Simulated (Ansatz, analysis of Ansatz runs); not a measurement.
# Moving an added electron between Fe sites in NbFeO4 (C2/m)

Aim: the energy barrier that a trapped electron meets when it moves from one Fe atom to another one nearby in NbFeO4 (C2/m). The model is a cell of 48 host atoms.

Program: Ansatz 0.2.0. Level of theory: plane-wave PAW DFT, PBEsol+U; relaxation of all atoms of a supercell at fixed charge in a uniform background; PAW set soft_1. Results are calculated unless marked as measured.

This is a report of a sequence of runs, with most program output left out.

### Step 1. Starting point

The cell holds 48 atoms: 8 Nb, 8 Fe and 32 O. Its edges and angles: a = 7.699 Å, b = 12.353 Å, c = 13.145 Å, α = 35.0°, β = 95.8°, γ = 78.1°. It derives from NbFeO4 (space group C2/m). Nearest the centre at fractional (0.555, 0.752, 0.445): O19 at 0.60 Å, Fe13 at 1.92 Å, Fe16 at 1.92 Å, Fe11 at 2.52 Å, Nb2 at 2.58 Å, O45 at 2.71 Å, O48 at 2.71 Å, O40 at 2.74 Å.

Hubbard terms: Fe d 4.0 eV. They were chosen, not fitted, to curb self-interaction in the shells named, the trial site's among them. The two sites are Fe16 and Fe13. The cell's shortest repeat is 7.7 Å. The host's moments were started antiferromagnetic in the unit cell, high spin; both sites carry the same spin direction.

### Step 2. The cell without the carrier

The neutral cell is relaxed first, from small random displacements, so that bond lengths and moments with the carrier can be set beside those of a relaxed cell without it.

The input, neutral.relax/input.yaml:

```yaml
crystal:
  lattice:
    - [-2.00095539, 3.83799839, 6.36708714]
    - [10.57159628, 0.0, 6.39022711]
    - [12.57255167, 3.83799839, 0.02313996]
  atoms:
    - { symbol: Nb, position: [0.439288, 0.835665, 0.060712] }
    - { symbol: Nb, position: [0.439288, 0.835665, 0.560712] }
    - { symbol: Nb, position: [0.939288, 0.335665, 0.060712] }
    - { symbol: Nb, position: [0.939288, 0.335665, 0.560712] }
    - { symbol: Nb, position: [0.060712, 0.664335, 0.439288] }
    - { symbol: Nb, position: [0.060712, 0.664335, 0.939288] }
    - { symbol: Nb, position: [0.560712, 0.164335, 0.439288] }
    - { symbol: Nb, position: [0.560712, 0.164335, 0.939288] }
[... 36 atom lines left out ...]
    - { symbol: O, position: [0.185424, 0.822212, 0.314576] }
    - { symbol: O, position: [0.185424, 0.822212, 0.814576] }
    - { symbol: O, position: [0.685424, 0.322212, 0.314576] }
    - { symbol: O, position: [0.685424, 0.322212, 0.814576] }
basis:
  ecutwfc: 420
  xc_grid: 2
hamiltonian:
  xc: pbesol
  hubbard:
    sites: [{ species: Fe, l: d, u_eff: 4.0 }]
    projectors: ortho-atomic
  pseudopotentials: { kind: paw, azcp: { folder: soft_1 }, xc_functional: pbe }
kpoints:
  mp_grid: { grid: [1, 1, 1] }
magnetization:
  spin_polarized: true
  initial_magnetization: 0
  spin_locking: { lock_magnetization: hard }
scf:
  occupations: { method: fermi_dirac, width: 0.01 }
  max_iter: 120
  lower_state_search: "off"
output:
  forces: true
relax:
  f_tol: 0.02
  max_steps: 70
  random_displacement: { amplitude: 0.04, seed: 7417 }
checkpoint:
  write: "../neutral.relax.run"
  compress: false
  write_wavefunctions: true
  write_every: 100000
```

On the command line:

```bash
$ ansatz run input.yaml --threads 32 --pin off --max-ram 84787MiB --backend cuda --events-out ev --progress --plain --runs-dir out --max-vram 78GiB
```

The job ended after 5.5 s (1 × NVIDIA GB200 with 32 threads of Arm Neoverse V2, shared host; peak memory 1.2 GiB; 19 s of CPU time).

The largest displacement from an ideal site is 0.024 Å.

### Step 3. The electron on the first site

The nearest neighbour or neighbours of the site start displaced and the site's starting moment is changed by the carrier's spin, since a carrier doesn't trap itself in the undistorted lattice.

The input, A.relax/input.yaml:

```yaml
crystal:
  lattice:
    - [-2.00095539, 3.83799839, 6.36708714]
    - [10.57159628, 0.0, 6.39022711]
    - [12.57255167, 3.83799839, 0.02313996]
  atoms:
    - { symbol: Nb, position: [0.437395, 0.836365, 0.061807] }
    - { symbol: Nb, position: [0.43741, 0.836301, 0.561879] }
    - { symbol: Nb, position: [0.937402, 0.336288, 0.061882] }
    - { symbol: Nb, position: [0.937394, 0.336369, 0.5618] }
    - { symbol: Nb, position: [0.061557, 0.664401, 0.437726] }
    - { symbol: Nb, position: [0.061498, 0.664404, 0.93771] }
    - { symbol: Nb, position: [0.5615, 0.164417, 0.437712] }
    - { symbol: Nb, position: [0.561541, 0.164411, 0.937728] }
[... 36 atom lines left out ...]
    - { symbol: O, position: [0.185349, 0.822734, 0.313978] }
    - { symbol: O, position: [0.185268, 0.82277, 0.814006] }
    - { symbol: O, position: [0.685174, 0.322871, 0.313895] }
    - { symbol: O, position: [0.677729, 0.311515, 0.821528] }
total_charge: -1
basis:
  ecutwfc: 420
  xc_grid: 2
hamiltonian:
  xc: pbesol
  hubbard:
    sites: [{ species: Fe, l: d, u_eff: 4.0 }]
    projectors: ortho-atomic
  pseudopotentials: { kind: paw, azcp: { folder: soft_1 }, xc_functional: pbe }
kpoints:
  mp_grid: { grid: [1, 1, 1] }
magnetization:
  spin_polarized: true
  initial_magnetization: 1
  spin_locking: { lock_magnetization: hard }
scf:
  occupations: { method: fermi_dirac, width: 0.01 }
  max_iter: 120
  lower_state_search: "off"
output:
  forces: true
relax:
  f_tol: 0.015
  max_steps: 70
  escape_saddle: false
checkpoint:
  write: "../A.relax.run"
  compress: false
  write_wavefunctions: true
  write_every: 100000
```

Elapsed: 8.9 s, on 1 × NVIDIA GB200 with 32 threads; peak memory 1.3 GiB; 32 s of CPU time.

The steps of the relaxation:

```tsv
step	energy less that of the first step (eV)	largest force component (eV/Å)
1	0.0000	4.4292
2	-0.4461	1.2100
3	-0.4972	0.1900
4	-0.5039	0.1191
5	-0.5072	0.0821
6	-0.5081	0.0181
7	-0.5082	0.0107
```

The atoms that moved most (Å):

```tsv
atom	dx	dy	dz	length
O32	-0.058	0.000	0.102	0.118
O29	0.080	0.000	0.027	0.084
O40	0.071	0.000	-0.010	0.072
O48	-0.035	0.000	0.053	0.064
O18	0.013	-0.057	0.004	0.059
O19	0.013	0.057	0.004	0.058
O37	0.009	0.000	-0.047	0.047
O36	-0.011	0.001	-0.043	0.045
```

The moves above count from the input, in which the site's nearest neighbours were already displaced; the distances below compare with the cell without the carrier.

Distances from Fe16 without and with the electron:

```tsv
atom	without (Å)	with (Å)
O48	1.93	1.96
O40	1.95	2.01
O19	2.00	2.08
O18	2.00	2.08
O24	2.14	2.25
O32	2.14	2.20
```

The largest changes of the moments are 0.50 μB on Fe16, 0.07 μB on O19 and 0.07 μB on O18. The largest part sits on the chosen site.

### Step 4. The electron on the second site

The same start is made on the second site, to get the end of the hop.

The input, B.relax/input.yaml:

```yaml
crystal:
  lattice:
    - [-2.00095539, 3.83799839, 6.36708714]
    - [10.57159628, 0.0, 6.39022711]
    - [12.57255167, 3.83799839, 0.02313996]
  atoms:
    - { symbol: Nb, position: [0.437395, 0.836365, 0.061807] }
    - { symbol: Nb, position: [0.43741, 0.836301, 0.561879] }
[... 8 atom lines left out ...]
    - { symbol: Fe, position: [0.693583, 0.996875, 0.305761], spin: 5.0 }
[... 1 atom line left out ...]
    - { symbol: Fe, position: [0.305409, 0.003782, 0.193894], spin: -4.0 }
[... 2 atom lines left out ...]
    - { symbol: Fe, position: [0.805405, 0.503759, 0.6939], spin: -5.0 }
[... 2 atom lines left out ...]
    - { symbol: O, position: [0.569656, 0.787928, 0.459623] }
[... 28 atom lines left out ...]
    - { symbol: O, position: [0.685289, 0.322788, 0.813968] }
total_charge: -1
basis:
  ecutwfc: 420
  xc_grid: 2
hamiltonian:
  xc: pbesol
  hubbard:
    sites: [{ species: Fe, l: d, u_eff: 4.0 }]
    projectors: ortho-atomic
  pseudopotentials: { kind: paw, azcp: { folder: soft_1 }, xc_functional: pbe }
kpoints:
  mp_grid: { grid: [1, 1, 1] }
magnetization:
  spin_polarized: true
  initial_magnetization: 1
  spin_locking: { lock_magnetization: hard }
scf:
  occupations: { method: fermi_dirac, width: 0.01 }
  max_iter: 120
  lower_state_search: "off"
output:
  forces: true
relax:
  f_tol: 0.015
  max_steps: 70
  escape_saddle: false
checkpoint:
  write: "../B.relax.run"
  compress: false
  write_wavefunctions: true
  write_every: 100000
```

It took 8.5 s on 1 × NVIDIA GB200 with 32 threads; peak memory 1.4 GiB.

Distances from Fe13 without and with the electron:

```tsv
atom	without (Å)	with (Å)
O45	1.93	1.96
O37	1.95	2.01
O18	2.00	2.08
O19	2.00	2.08
O21	2.14	2.25
O29	2.14	2.20
```

The largest changes of the moments are 0.50 μB on Fe13, 0.07 μB on O19 and 0.07 μB on O18. The largest part sits on the chosen site.

### Step 5. Points on the line between the two structures

All atoms move on the straight line between the two relaxed structures, 1.35 amu^1/2 Å long in mass-weighted terms. Each point starts from the state of the point before, once from either end, so that both localised states can be followed; the midpoint is also started with the carrier shared.

The input, A.x0500/input.yaml:

```yaml
crystal:
  lattice:
    - [-2.00095539, 3.83799839, 6.36708714]
    - [10.57159628, 0.0, 6.39022711]
    - [12.57255167, 3.83799839, 0.02313996]
  atoms:
    - { symbol: Nb, position: [0.437687, 0.836532, 0.061553] }
    - { symbol: Nb, position: [0.437177, 0.835867, 0.562061] }
[... 8 atom lines left out ...]
    - { symbol: Fe, position: [0.692563, 0.99452, 0.306676], spin: 5.0 }
[... 1 atom line left out ...]
    - { symbol: Fe, position: [0.303001, 0.002683, 0.196238], spin: -5.0 }
[... 2 atom lines left out ...]
    - { symbol: Fe, position: [0.803001, 0.502684, 0.696238], spin: -4.0 }
[... 2 atom lines left out ...]
    - { symbol: O, position: [0.554399, 0.80386, 0.44484] }
[... 28 atom lines left out ...]
    - { symbol: O, position: [0.683186, 0.31854, 0.816053] }
total_charge: -1
basis:
  ecutwfc: 420
  xc_grid: 2
hamiltonian:
  xc: pbesol
  hubbard:
    sites: [{ species: Fe, l: d, u_eff: 4.0 }]
    projectors: ortho-atomic
  pseudopotentials: { kind: paw, azcp: { folder: soft_1 }, xc_functional: pbe }
kpoints:
  mp_grid: { grid: [1, 1, 1] }
magnetization:
  spin_polarized: true
  initial_magnetization: 1
  spin_locking: { lock_magnetization: hard }
scf:
  occupations: { method: fermi_dirac, width: 0.01 }
  max_iter: 120
  lower_state_search: "off"
output:
  forces: true
  eigenvalues: true
  eigenstates: { localisation: true }
  write_density: true
  write_potential: true
  volumetric_format: npy
checkpoint:
  read: "../A.x0375.run"
  write: "../A.x0500.run"
  compress: false
  write_wavefunctions: true
  write_every: 100000
```

The job ended after 3.1 s (1 × NVIDIA GB200 with 32 threads; peak memory 1.2 GiB; 9.6 s of CPU time).

From eigenstates.tsv, first k-point; energies on the run's zero. The participation number counts the atoms that a state is spread over, of 48; bands count from 0.

```tsv
spin	band	energy (eV)	occupation	participation	largest share on	share
down	206	6.771	1.00	14.4	O22	0.12
down	207	6.845	1.00	19.6	O22	0.08
down	208	6.958	1.00	14.6	O21	0.11
down	209	7.209	1.00	13.0	Fe16	0.13
down	210	7.429	1.00	8.9	O17	0.19
down	211	7.845	1.00	8.9	O18	0.18
down	212	9.315	0.00	3.4	Fe9	0.38
down	213	9.443	0.00	3.0	Fe9	0.41
down	214	9.459	0.00	3.3	Fe10	0.39
down	215	9.514	0.00	3.4	Fe9	0.38
down	216	9.569	0.00	3.5	Fe10	0.37
up	207	6.808	1.00	12.2	O45	0.11
up	208	6.840	1.00	14.2	Fe9	0.10
up	209	6.910	1.00	14.3	O18	0.12
up	210	7.416	1.00	8.9	O22	0.19
up	211	7.590	1.00	8.6	O21	0.19
up	212	8.543	1.00	3.0	Fe13	0.41
up	213	9.163	0.00	3.4	Fe13	0.38
up	214	9.292	0.00	3.1	Fe14	0.40
up	215	9.450	0.00	2.8	Fe14	0.42
up	216	9.493	0.00	3.0	Fe14	0.41
up	217	9.593	0.00	2.9	Fe14	0.41
```

Under PBEsol+U (4 eV) at the zone centre alone, the highest filled state is spin up, spread over 3 of 48 atoms, and the lowest empty one, 0.62 eV above it, is spin up, spread over 3 of 48 atoms.

Free energies from the first end:

```tsv
started from	fraction	energy (eV)	moment change on Fe16 (μB)	on Fe13 (μB)
first site	0	0.000	0.51	0.04
first site	0.125	0.007	0.50	0.05
first site	0.25	0.028	0.48	0.06
first site	0.375	0.059	0.44	0.08
first site	0.5	0.083	0.25	0.25
first site	0.625	0.059	0.08	0.44
second site	0.875	0.007	0.05	0.50
second site	0.75	0.028	0.06	0.48
second site	0.625	0.059	0.08	0.44
second site	0.5	0.083	0.25	0.25
second site	0.375	0.059	0.44	0.08
shared	0.5	0.083	0.25	0.25
second site	1	0.000	0.04	0.51
```

### Step 6. Summary of results

- distance of the two sites without the carrier: 3.84 Å

**Reading.** The highest point of the line lies 0.08 eV above the first end, but there the electron is shared along a chain of sites and their images, so this is no barrier of a single pair, which may be higher, and the image-charge term need not cancel. The second site lies about half a repeat away: the first meets it and its image at 3.84 and 3.84 Å, so the cell models a chain, and nothing is concluded on the coupling of a single pair. A shorter hop, 3.15 Å to Fe11 (opposite spin), was not computed. No run compares the localised electron with one spread in the band, so its binding is unknown. The magnetic order was assumed and need not be the ground state. The total moment is locked, so a carrier of the other spin direction was not tried. The program's search for lower electronic states was switched off in all runs, so that each state is followed; none is shown to be the lowest at its structure. No image-charge correction is applied; it nearly cancels along the line while the charge stays localised. Limits: sampling at the zone centre alone can move energies of charged and open-shell states by tenths of an eV or more in cells of this size; the images are only 7.7 Å apart; gap and trapping depend on the U chosen (Fe d 4.0 eV).

[Logs are printed without paths, hosts, clocks, repeated set-up lines and the standing remarks that a program may print on its own settings, such as how far it seeks lower states.]

[Hosts, paths, dates, database ids (printed as entryN), source tags and the programs' standing remarks are cut or masked in the printed files.]
